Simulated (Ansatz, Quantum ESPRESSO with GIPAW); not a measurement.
# CsAlF4: working out the 27Al quadrupolar coupling

A plane-wave PAW calculation (PBEsol, Ansatz) gives this electric field gradient, in 10²¹ V/m² and Cartesian axes, at one Al site of CsAlF4 (atom 4; AlF6; site symmetry m2m):

```
     -0.9869       -0.1906        0.0000
     -0.1906       -0.7668        0.0000
      0.0000        0.0000        1.7536
```

27Al has spin 5/2, Q = 0.1466 barn and |γ|/2π = 11.1031 MHz/T. The cell is the P-62m form of a database entry, atoms relaxed, static and at 0 K, with no spin-orbit coupling beside its heavy atoms. The PAW files were made for PBE.

**Task.** Find C_Q, η_Q and ν_Q, and the shift and width of the central transition under fast MAS at 14.1 T and 16.4 T.

1. The tensor is symmetric and traceless. Its eigenvalues, ordered by size, are V_xx = -0.6568, V_yy = -1.0969 and V_zz = 1.7536.

2. η_Q = (V_xx − V_yy)/V_zz = 0.251.

3. C_Q = eQV_zz/h. One unit of 10²¹ V/m² with one barn gives 24.18 MHz, so C_Q = 24.18 × 0.1466 × 1.7536 = 6.216 MHz. A spectrum shows its size, not its sign.

4. ν_Q = 3C_Q/[2I(2I−1)] = 0.932 MHz in size, and P_Q = |C_Q|√(1 + η²/3) = 6.281 MHz.

5. The resonances lie at ν0 = 156.55 and 182.09 MHz, so ν_Q/ν0 is 0.006 at most and second order holds. The centre of gravity moves by δ_Q = −(3/40)(P_Q/ν0)² F × 10⁶ ppm, with F = [I(I+1) − 3/4]/[I²(2I−1)²] = 0.08: -9.66 ppm at 14.1 T and -7.14 ppm at 16.4 T.

6. Summing the second-order term over orientations gives a full width of 22.0 ppm (3.4 kHz) and 16.3 ppm (3.0 kHz). In ppm both fall as 1/B²: (14.1/16.4)² = 0.739. The spinning rate must pass the static width for this shape to show cleanly.

[Banner, clock, file and message-heading lines were taken out of the pw.x and gipaw.x logs.]

[Logs are printed without paths, hosts, clocks, repeated set-up lines and the standing remarks that a program may print on its own settings, such as how far it seeks lower states.]

[Hosts, paths, dates, database ids (printed as entryN), source tags and the programs' standing remarks are cut or masked in the printed files.]
